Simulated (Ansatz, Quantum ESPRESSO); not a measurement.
# TbS (Fm-3m): phonons and their coupling to the electrons, part 4 of 4

How strong is the electron-phonon coupling in TbS (Fm-3m)?

Quantum ESPRESSO 7.5; DFT PBEsol, scalar-relativistic, plane waves, PseudoDojo norm-conserving, 4f in core pseudopotentials.

So far, logarithmic mean frequency weighted by the coupling (K): step 10 (density of states) 156. Also electron-phonon coupling constant: step 10 0.582.

### Step 11. Cross-check with Ansatz

A second program on the same cell, potentials, cutoff and meshes tests the implementation of the phonon response, not its convergence. Its couplings are summed in its own way. Its k mesh is centred on Γ.

This step: DFT PBEsol, scalar-relativistic, plane waves, norm-conserving pseudopotentials, 4f in core (Ansatz 0.2.0).

input.yaml reads:

```yaml
crystal:
  lattice:
    - [-2.731401651, 0.0, 2.731401651]
    - [0.0, 2.731401651, 2.731401651]
    - [-2.731401651, 2.731401651, 0.0]
  atoms:
    - { symbol: Tb, position: [0.0, 0.0, 0.0] }
    - { symbol: S, position: [0.5, 0.5, 0.5] }
kpoints:
  mp_grid: { grid: [12, 12, 12] }
hamiltonian:
  xc: pbesol
  pseudopotentials:
    kind: nc
    azcp: { Tb: "pseudopotentials/pbe/nc/lanthanide_3plus/Tb.nc.azcp" }
    accuracy: standard
scf:
  occupations: { method: cold, width: 0.27211 }
output:
  eigenvalues: true
basis:
  ecutwfc: 571.439
phonons:
  method: dfpt
  qmesh: [4, 4, 4]
  temperatures: { t_max: 1000, t_step: 50 }
  qpath:
    path:
      - [[0.0, 0.0, 0.0], [0.0, 0.5, 0.5], [0.0, 0.625, 0.375]]
      - [[-0.375, 0.375, 0.0], [0.0, 0.0, 0.0], [0.0, 0.5, 0.0], [-0.25, 0.5, 0.25], [0.0, 0.5, 0.5]]
    npoints: 12
  electrical_resistivity: { temperatures: [77, 300], mesh: [24, 24, 24] }
```

Launch:

```console
> ansatz run input.yaml --threads 4 --pin off --max-ram 8192MiB --backend cpu --events-out ev --progress --plain --runs-dir out
```

Numbers of over 12 decimals in the logs are rounded to 6 here.

The log of the run:

```text
Warning: basis.ecutwfc = 571.439 eV is below the records' recommended 707.496042 eV, and the density's cutoff is lower with it unless basis.ecutrho_ratio is high enough to keep the records' density cutoff: compare with a run at a higher cutoff
Warning: <dir> the record states the generating functional pbe (its physics header spells it `PBE`), which answers neither for hamiltonian.xc's functional nor for the pbesol family's — results may be inconsistent (PPs are generated against a specific XC)
Engine: ansatz 0.2.0, x86_64-unknown-linux-gnu
Pseudopotentials: kind: nc
Pseudopotential: Tb, nc, valence charge 11, recommended cutoff 680.284656 eV (normal), <dir>
Pseudopotential: S, nc, valence charge 6, recommended cutoff 707.496042 eV (normal), S.nc.azcp (PseudoDojo's, or run here from an input of PseudoDojo's; its table is named by hamiltonian.pseudopotentials.accuracy)
Functional definition: PBEsol
  exchange = pbesol_x
  correlation = pbesol_c
Crystal: 2 atoms, lattice volume = 40.756 Å³
Basis set: ecut = 571.439 eV, 1243 PW (Γ), exchange–correlation on 64×64×64 points (8 copies of the dense FFT grid, shifted against one another)
Bands: 13, of which v1, the nominal top of the filled ones, is band 9 counted from 1 (8 counted from 0)
Symmetry: 48 space group operations
k-points: 72 of 1728
Non-local potential: Tb, projectors of the file, l = 0: 2, l = 1: 2, l = 2: 2, l = 3: 1
Non-local potential: S, projectors of the file, l = 0: 2, l = 1: 2, l = 2: 2
Initial density: superposition of atomic densities (chi_scale 0.1, normalization cell)
Initial wavefunctions: pseudopotential atomic-orbital guess
Functional: x = pbesol(κ = 0.804, μ = 0.123457), c = pbesol(β = 0.046)
SCF iter   1: F=—  HF=-1462.023721 eV  |F-HF|=—  |Δ(HF+E_count)|=         —  Δρ=2.86e-2  dr2=6.00e-1  ethr=3.10e-3  ⟨swp⟩=8.6  Hψ=14467  notcnv=0
automatic band count: the SCF goes on with 17 bands, as 13 were too few: they end inside the smearing window of the response
preconditioner: auto → Kerker (q_TF=auto, 2.358 Å⁻¹)  [metal: Δε(μ)=0.064 eV  Ē_g=12.485 eV  σ=0.272 eV  W_gap=0.15  n_scr=14 (ndim 8)  ℏωp=17.4 eV  f_vac=0.000  D(μ)=0.71/eV (n_scr^D=0)]
SCF iter   2: F=—  HF=-1461.890572 eV  |F-HF|=—  |Δ(HF+E_count)|=   1.33e-1  S|Δr|=    0.00e0  Δρ=1.52e-2  dr2=1.51e-1  ethr=3.10e-3  ⟨swp⟩=1.7  Hψ=1882  notcnv=0  defer=4
SCF iter   3: F=—  HF=-1461.848555 eV  |F-HF|=—  |Δ(HF+E_count)|=   4.20e-2  S|Δr|=    0.00e0  Δρ=3.42e-3  dr2=4.40e-3  ethr=8.87e-4  ⟨swp⟩=2.4  Hψ=1365  notcnv=0  defer=4
SCF iter   4: F=—  HF=-1461.848493 eV  |F-HF|=—  |Δ(HF+E_count)|=   6.14e-5  S|Δr|=    0.00e0  Δρ=4.59e-4  dr2=9.80e-5  ethr=2.59e-5  ⟨swp⟩=2.5  Hψ=1790  notcnv=0  defer=76
SCF iter   5: F=—  HF=-1461.848489 eV  |F-HF|=—  |Δ(HF+E_count)|=   3.89e-6  S|Δr|=    0.00e0  Δρ=9.50e-5  dr2=4.38e-6  ethr=5.76e-7  ⟨swp⟩=2.7  Hψ=1687  notcnv=0  defer=76
SCF iter   6: F=—  HF=-1461.848489 eV  |F-HF|=—  |Δ(HF+E_count)|=   5.81e-7  S|Δr|=    0.00e0  Δρ=1.32e-5  dr2=6.31e-8  ethr=2.58e-8  ⟨swp⟩=2.5  Hψ=1509  notcnv=0  defer=76
SCF iter   7: F=—  HF=-1461.848489 eV  |F-HF|=—  |Δ(HF+E_count)|=   1.21e-7  S|Δr|=    0.00e0  Δρ=1.91e-6  dr2=9.84e-10  ethr=3.71e-10  ⟨swp⟩=2.4  Hψ=1763  notcnv=0  defer=207
SCF iter   8: F=-1461.848489 eV  HF=-1461.848489 eV  |F-HF|=3.18e-12  |Δ(HF+E_count)|=  5.39e-10  S|Δr|=    0.00e0  Δρ=1.82e-7  dr2=8.60e-12  ethr=1.00e-12  ⟨swp⟩=12.7  Hψ=9158  notcnv=0
SCF 1 converged in 8 iterations: F = -1461.848489 eV  dr2 = 8.60e-12
phonons: the bands overlap, so this run is a metal and interpolates without the dipole-dipole term. If the crystal is really an insulator or semiconductor, its LO-TO splitting is missing
NSCF: frozen V_eff on 72 k-points
NSCF: frozen V_eff on 163 k-points
DFPT response loops at q = (0, 0, 0) (fractional): preconditioner auto → Kerker (q_TF=auto, 2.358 Å⁻¹) (partly filled bands, converged f_vac=0.000); β = 1.00, the filter's whole step (`scf.mixing.beta` (0.50) is not read by the response loops under this deck's `scf.mixing.preconditioner`; to damp them name `kerker` or `kerker_dos`, under which they read `scf.mixing.beta`, and type it under 1.00, their step now; both keys bind the ground state too); Broyden in place of MSR1
NSCF: frozen V_eff on 1872 k-points
DFPT response loops at q = (0, 0, 0.25) (fractional): mixed as the last ones told, above
NSCF: frozen V_eff on 952 k-points
DFPT response loops at q = (0, 0, -0.5) (fractional): mixed as the last ones told, above
NSCF: frozen V_eff on 1020 k-points
DFPT response loops at q = (0, 0.25, 0.25) (fractional): mixed as the last ones told, above
NSCF: frozen V_eff on 3456 k-points
DFPT response loops at q = (0, 0.25, -0.5) (fractional): mixed as the last ones told, above
NSCF: frozen V_eff on 1872 k-points
DFPT response loops at q = (0, 0.25, -0.25) (fractional): mixed as the last ones told, above
NSCF: frozen V_eff on 560 k-points
DFPT response loops at q = (0, -0.5, -0.5) (fractional): mixed as the last ones told, above
NSCF: frozen V_eff on 1020 k-points
DFPT response loops at q = (0.25, -0.5, -0.25) (fractional): mixed as the last ones told, above
Bands: 17, of which v1, the nominal top of the filled ones, is band 9 counted from 1 (8 counted from 0)
SCF iter   1: F=—  HF=-1462.023721 eV  |F-HF|=—  |Δ(HF+E_count)|=         —  Δρ=2.86e-2  dr2=6.00e-1  ethr=3.10e-3  ⟨swp⟩=8.6  Hψ=8313  notcnv=0
SCF iter   2: F=—  HF=-1461.890572 eV  |F-HF|=—  |Δ(HF+E_count)|=   1.33e-1  S|Δr|=    0.00e0  Δρ=1.52e-2  dr2=1.51e-1  ethr=3.10e-3  ⟨swp⟩=1.7  Hψ=1882  notcnv=0  defer=4
SCF iter   3: F=—  HF=-1461.848555 eV  |F-HF|=—  |Δ(HF+E_count)|=   4.20e-2  S|Δr|=    0.00e0  Δρ=3.42e-3  dr2=4.40e-3  ethr=8.87e-4  ⟨swp⟩=2.4  Hψ=1365  notcnv=0  defer=4
SCF iter   4: F=—  HF=-1461.848493 eV  |F-HF|=—  |Δ(HF+E_count)|=   6.14e-5  S|Δr|=    0.00e0  Δρ=4.59e-4  dr2=9.80e-5  ethr=2.59e-5  ⟨swp⟩=2.5  Hψ=1790  notcnv=0  defer=76
SCF iter   5: F=—  HF=-1461.848489 eV  |F-HF|=—  |Δ(HF+E_count)|=   3.89e-6  S|Δr|=    0.00e0  Δρ=9.50e-5  dr2=4.38e-6  ethr=5.76e-7  ⟨swp⟩=2.7  Hψ=1687  notcnv=0  defer=76
SCF iter   6: F=—  HF=-1461.848489 eV  |F-HF|=—  |Δ(HF+E_count)|=   5.81e-7  S|Δr|=    0.00e0  Δρ=1.32e-5  dr2=6.31e-8  ethr=2.58e-8  ⟨swp⟩=2.5  Hψ=1509  notcnv=0  defer=76
SCF iter   7: F=—  HF=-1461.848489 eV  |F-HF|=—  |Δ(HF+E_count)|=   1.21e-7  S|Δr|=    0.00e0  Δρ=1.91e-6  dr2=9.84e-10  ethr=3.71e-10  ⟨swp⟩=2.4  Hψ=1763  notcnv=0  defer=207
SCF iter   8: F=-1461.848489 eV  HF=-1461.848489 eV  |F-HF|=3.18e-12  |Δ(HF+E_count)|=  5.39e-10  S|Δr|=    0.00e0  Δρ=1.82e-7  dr2=8.58e-12  ethr=1.00e-12  ⟨swp⟩=2.8  Hψ=3781  notcnv=0
SCF 2 converged in 8 iterations: F = -1461.848489 eV  dr2 = 8.58e-12
NSCF: frozen V_eff on 72 k-points
NSCF: frozen V_eff on 145 k-points
[...]
SCF converged after 8 iterations
Stability not checked: this state was not tested for a lower state beside it, because cold or Methfessel-Paxton smearing, or corrected tetrahedra, fill the levels in a way that the test cannot read (fill_not_monotonic; see scf.lower_state_search)
Free energy (F): -1461.848489 eV
Harris-Foulkes:  -1461.848489 eV  (|F-HF|=3.18e-12)
Internal energy: -1461.850353 eV  (E = F + TS)
E sigma→0 (E₀):  -1461.849110 eV
Entropy (-TS):   0.001864 eV (0.932 meV/atom)
Fermi energy:    12.991559 eV
Step filling:    the computed levels leave a gap of 0.0633 eV = 0.2 smearing widths at the electron count; against every level under it full and every level over it empty, smearing changes F+E_penalty+E_count by +2.408 meV and its σ→0 estimate by +1.786 meV
--- Per-component energies (eV) ---
  E_band       = -71.220482
  E_kinetic    = 390.178245
  E_local      = -563.406572  (includes V_loc(G=0)·N_el)
  E_nonlocal   = 72.829612
  E_hartree    = 156.478053
  E_xc         = -379.639187
  E_vxc        = -283.777832  (∫ρ·V_xc dr)
  E_ewald      = -1138.290505
  E_smearing   = 0.001864  (= −TS)
  E_closure    = -0.000000  (closes the sum)
  Σ components = -1461.848489   (vs F -1461.848489, Δ=0.00e0)
--- Band table (eV; the first three rows and the last of 72) ---
  k-point 0: bands = [... 5 lower, 9.7259, 9.7259, 9.7259, 12.7552, 12.7552, 12.7552, 13.6928, 13.6928, ... 4 higher]
  k-point 1: bands = [... 5 lower, 9.2821, 9.4766, 9.4766, 12.8623, 12.9142, 12.9142, 14.0736, 14.0736, ... 4 higher]
  k-point 2: bands = [... 5 lower, 8.3511, 8.9475, 8.9475, 13.0496, 13.3344, 13.3344, 15.0410, 15.0410, ... 4 higher]
  k-point 71: bands = [... 5 lower, 7.4570, 7.9883, 7.9883, 13.9052, 13.9052, 15.9609, 16.8671, 17.4139, ... 4 higher]
--- Phonons (Γ-DFPT): 2 representative perturbations + reference (Σ response iterations 8) ---
  ASR residual: 1.172e-4 → 0.000e0 eV/Å²; symmetrization residual: 4.606e-8 eV/Å²
  ASR residual per site (eV/Å²): 1.17e-4 2.92e-6
  Γ frequencies (cm⁻¹): 0.00 0.00 0.00 285.71 285.71 285.71
--- Phonons (arbitrary-q DFPT): 8 irreducible q on the 4×4×4 mesh ---
  q = [0.0000, 0.0000, 0.0000] (star 1, of the zone-centre solve; hermiticity 1.15e-8, symmetrization 1.18e-14): -0.00 -0.00 0.00 285.71 285.71 285.71
  q = [0.0000, 0.0000, 0.2500] (star 8, 2 solved perturbations on 936 of 1728 k-point pairs; hermiticity 4.06e-10, symmetrization 1.01e-13, the responses' own estimated error 2.0e-7 eV/Å²): 78.04 78.04 93.64 290.76 290.76 291.95
  q = [0.0000, 0.0000, -0.5000] (star 4, 2 solved perturbations on 476 of 1728 k-point pairs; hermiticity 3.16e-10, symmetrization 1.48e-10, the responses' own estimated error 1.8e-7 eV/Å²): 84.24 108.51 108.51 286.18 286.18 305.34
  q = [0.0000, 0.2500, 0.2500] (star 6, 4 solved perturbations in 1608 linear systems a pass and spin channel, the states on 510 of 1728 k-point pairs; hermiticity 6.72e-10, symmetrization 4.36e-14, the responses' own estimated error 2.2e-7 eV/Å²): 55.88 55.88 104.86 281.69 281.69 298.51
  q = [0.0000, 0.2500, -0.5000] (star 24, 4 solved perturbations in 5328 linear systems a pass and spin channel, the states on 1728 of 1728 k-point pairs; hermiticity 1.43e-9, symmetrization 6.99e-11, the responses' own estimated error 2.0e-7 eV/Å²): 82.08 94.10 94.78 287.67 288.56 294.02
  q = [0.0000, 0.2500, -0.2500] (star 12, 4 solved perturbations in 2892 linear systems a pass and spin channel, the states on 936 of 1728 k-point pairs; hermiticity 1.80e-9, symmetrization 2.24e-14, the responses' own estimated error 2.1e-7 eV/Å²): 72.92 102.41 103.58 278.89 291.27 299.99
  q = [0.0000, -0.5000, -0.5000] (star 3, 4 solved perturbations in 886 linear systems a pass and spin channel, the states on 280 of 1728 k-point pairs; hermiticity 9.61e-10, symmetrization 1.25e-10, the responses' own estimated error 2.1e-7 eV/Å²): 77.15 77.15 84.01 282.00 282.00 290.22
  q = [0.2500, -0.5000, -0.2500] (star 6, 4 solved perturbations in 1544 linear systems a pass and spin channel, the states on 510 of 1728 k-point pairs; hermiticity 1.78e-9, symmetrization 1.66e-10, the responses' own estimated error 2.0e-7 eV/Å²): 83.35 83.35 90.06 283.06 283.06 292.75
  sum rule: each row above includes the acoustic sum rule's correction from the zone centre's row sums; it moved no ω² by more than (0.45 cm⁻¹)²
  mesh force constants: q→R imaginary residual 5.14e-18; ASR residual 1.172e-4 → 0.000e0 eV/Å²; symmetrization residual 5.773e-15 eV/Å²
  interpolated dispersion: 74 rows × 6 modes
  density of states and harmonic sums: on the 20×20×20 q-mesh, interpolated from the force constants of a 4×4×4 supercell (no non-analytic term)
  largest difference from the sums on the solved wave vectors: F 1.27e-2 eV, S 1.67e-5 and C_V 4.01e-6 eV/K
  zero-point energy: 0.069994 eV/cell   skipped modes (ω ≤ 0): 3   left out of the sums: 6.25e-5 of the cell's modes: C_V's classical limit lies that fraction below 3 k_B per atom; for a crystal, a wire or a layer, F and S can be off by more, and a phonons.interpolated_qmesh denser along its periods is the remedy for the sampling
--- Electrical resistivity: potentials and phonons of a 4×4×4 supercell ---
  scattering by harmonic phonons alone, with no dipole-dipole term; scattering by other electrons, impurities, surfaces and spin disorder is left out, and so is spin–orbit coupling
  the resistivity is that of a variational response, whose dependence on the energy is improved iteratively
  at the Fermi level of each mesh (of a tensor a third of its trace):
           mesh   spin    states/(eV spin)  plasma energy (eV)         λ      λ_tr    ħω_log (meV)
       24×24×24                     0.4132              7.0761    0.6059    0.8243          12.825
       12×12×12                     0.4390              6.9270    0.6318    0.8499          12.685
          6×6×6                     0.4077              6.0474    0.5756    0.7356          12.938
  resistivity on the deck's mesh, µΩ·cm:
     T (K)       trace/3  mesh converged            xx            yy            zz    lowest order   relaxation time
     77.00      3.4190e0              no      3.4190e0      3.4190e0      3.4190e0        3.6649e0          2.6291e0
    300.00      1.8881e1              no      1.8881e1      1.8881e1      1.8881e1        1.9359e1          1.4857e1
  mean free path at 77 K (of a tensor a third of its trace): 31.7 nm by what each carries, 29.4 by the Fermi surface alone
  Hall coefficient in a weak field at 77 K (a third of the trace): -2.333e-10 m³/C (as a tensor it moves by 1.5 % between the two finest meshes); by each state's relaxation time: -2.233e-10 m³/C; by a constant relaxation time: -2.119e-10 m³/C
  mean free path at 300 K (of a tensor a third of its trace): 5.48 nm by what each carries, 5.33 by the Fermi surface alone
  Hall coefficient in a weak field at 300 K (a third of the trace): -2.301e-10 m³/C (as a tensor it moves by 1.2 % between the two finest meshes); by each state's relaxation time: -2.200e-10 m³/C; by a constant relaxation time: -2.118e-10 m³/C
  the resistivity times a path that all electrons share, by the Fermi surface of the deck's mesh alone (a third of the trace): 1.006e-15 Ω·m²
  not converged in the mesh (λ; λ_tr; the resistivity at 77 K by 6.74 %; the resistivity at 300 K by 6.23 %): between neighbouring meshes, the two finest first, λ moves by 4.26 % and 8.90 %, λ_tr by 3.11 % and 13.44 % and the resistivity by up to 6.74 % and 13.57 %; an estimate, no bound, puts it up to 7.7e-7 % above the Boltzmann equation's exact value after up to 4 iterations (at most 30 are made, fewer where the estimate is under 1.0e-6 % of each spin channel's own resistivity)
  vibrations of 64 cells: unjudged by the run; compare a larger repeat
  the changes of the potential over all sites missed a rigid shift's by 0.00 % (the site terms' by 0.00 %)
  at the force constants' own smearing the fine mesh and the k-points of their solves give squared frequencies that differ by 18.3 % of the larger at the most, at (0, 0, -0.5)
```

It took 4 min on 4 threads of Intel Xeon 6975P-C (Granite Rapids), shared host; peak memory 5.4 GiB.

Numbers from this step:

- sum-rule residual before enforcement: 1.17e-4 eV/Å²
- logarithmic mean frequency: 157.2 cm⁻¹
- electron-phonon coupling constant: 0.6059
- logarithmic mean frequency weighted by the coupling: 148.8 K
- highest optical zone-centre mode (no LO-TO term): 285.7 cm⁻¹
- lowest optical zone-centre mode: 285.7 cm⁻¹
- lowest mode on the q mesh (acoustic ones at the zone centre apart): 55.88 cm⁻¹
- zero-point energy per atom: 35 meV
- heat capacity at 300 K: 22.93 J/(mol atoms K)
- vibrational entropy at 300 K: 33.04 J/(mol atoms K)

The alpha^2 F has structure finer than the step of the table below, so its rows give means over 2 meV, whole bins alone (the curve runs from 0.074 to 37.6 meV). Peaks (meV: height): 10.4: 1.20, 11.7: 0.694, 35.8: 1.19, 36.3: 0.932, 36.8: 1.06.

Alpha^2 F against phonon energy; means over each step:

```
phonon energy (meV)  alpha^2 F
                  2    0.00198
                  4    0.00745
                  6     0.0182
                  8     0.0435
                 10      0.650
                 12      0.552
                 14     0.0522
                 16          0
                 18          0
                 20          0
                 22          0
                 24          0
                 26          0
                 28          0
                 30          0
                 32          0
                 34     0.0949
                 36      0.797
```

### Step 12. Side by side: QE PseudoDojo and Ansatz, PseudoDojo

Worked out from the results:

| Item | Value |
| --- | --- |
| root-mean-square difference | 0.35 cm⁻¹ |
| largest difference | 0.86 cm⁻¹ |
| root-mean-square difference on the path | 0.3 cm⁻¹ |
| largest difference on the path | 0.9 cm⁻¹ |

The 12 of 45 modes that differ most. Frequencies side by side:

```
q (reciprocal lattice)  mode  QE PseudoDojo (cm⁻¹)  Ansatz, PseudoDojo (cm⁻¹)
              0 0 -0.5     1                  85.1                      84.24
              0 0 -0.5     4                 285.9                      286.2
              0 0 -0.5     5                 285.9                      286.2
           0 0.25 -0.5     1                 82.72                      82.08
           0 0.25 -0.5     3                 95.18                      94.78
          0 0.25 -0.25     2                 102.9                      102.4
          0 0.25 -0.25     5                 290.9                      291.3
           0 -0.5 -0.5     3                  84.8                      84.01
       0.25 -0.5 -0.25     1                 83.89                      83.35
       0.25 -0.5 -0.25     2                 83.89                      83.35
       0.25 -0.5 -0.25     3                 90.49                      90.06
       0.25 -0.5 -0.25     6                 292.4                      292.8
```

The two runs side by side. Further quantities:

| quantity | QE PseudoDojo | Ansatz, PseudoDojo |
| --- | --- | --- |
| λ | 0.582 | 0.606 |
| ω_log (K) | 156.4 | 148.8 |

The interpolated bands of the two lie on top of each other.

At the solved wavevectors the largest difference (acoustic modes at Γ apart) is 0.3 % of the highest mode; λ differs by 4.0 %.

### Step 13. Outcome

| Item | Value |
| --- | --- |
| space group after relaxation | Fm-3m |
| volume per atom | 20.4 Å³ |
| highest optical zone-centre mode (no LO-TO term) | 285.4 cm⁻¹ |
| q mesh | 4×4×4 |
| lowest mode on the q mesh (acoustic ones at the zone centre apart) | 55.9 cm⁻¹ |
| zero-point energy per atom | 34.9 meV |
| heat capacity at 300 K | 22.9 J/(mol atoms K) |
| vibrational entropy at 300 K | 33.0 J/(mol atoms K) |
| coupling constant for broadenings of 0.01 to 0.04 Ry | 0.55 to 0.60 |
| logarithmic mean frequency over the same range | 156 to 157 K |
| imaginary modes on the q mesh | none |
| largest difference from Ansatz, PseudoDojo | 0.86 cm⁻¹ |

In words: λ is about 0.57 and holds within 15 % over the middle broadenings, a moderate coupling. λ is 0.58 by Gaussian broadening on the dense mesh and 0.61 by Ansatz's sums without a broadening; neither is converged in the meshes. TbS (Fm-3m) is dynamically stable on the 4×4×4 mesh; its spectrum reaches 305 cm⁻¹. At the PBEsol level the optical modes of TbS (Fm-3m) at the zone centre lie at 285 cm⁻¹. QE PseudoDojo and Ansatz, PseudoDojo agree to 0.86 cm⁻¹ (0.3 % of the highest mode compared) on all solved modes but the acoustic ones at Γ, without the LO-TO term. These are harmonic frequencies at zero temperature: anharmonic shifts and linewidths and thermal expansion are left out. Spin-orbit coupling is left out, which can matter for the heavy elements here. In a metal the frequencies hang on the k mesh and the smearing, most of all near Kohn anomalies. The runs are without spin polarisation, although the cell has an odd electron count or an open d or f shell, so a magnetic state was not tested. The 4f electrons are frozen in the core as for a trivalent ion, in files made for PBE, so their moments and any magnetic order are left out. The relaxation ran at 42 Ry, under the 52 Ry recommended for these files; the stress of so short a basis can leave the cell about one per cent too small. Ansatz warns that the cutoff lies 19 % under the one recommended for these files; agreement at one cutoff is not convergence.

[Host names and launcher messages were left out of these logs when they were recorded.]

[Logs are printed without paths, hosts, clocks, repeated set-up lines and the standing remarks that a program may print on its own settings, such as how far it seeks lower states.]

[Hosts, paths, dates, database ids (printed as entryN), source tags and the programs' standing remarks are cut or masked in the printed files.]
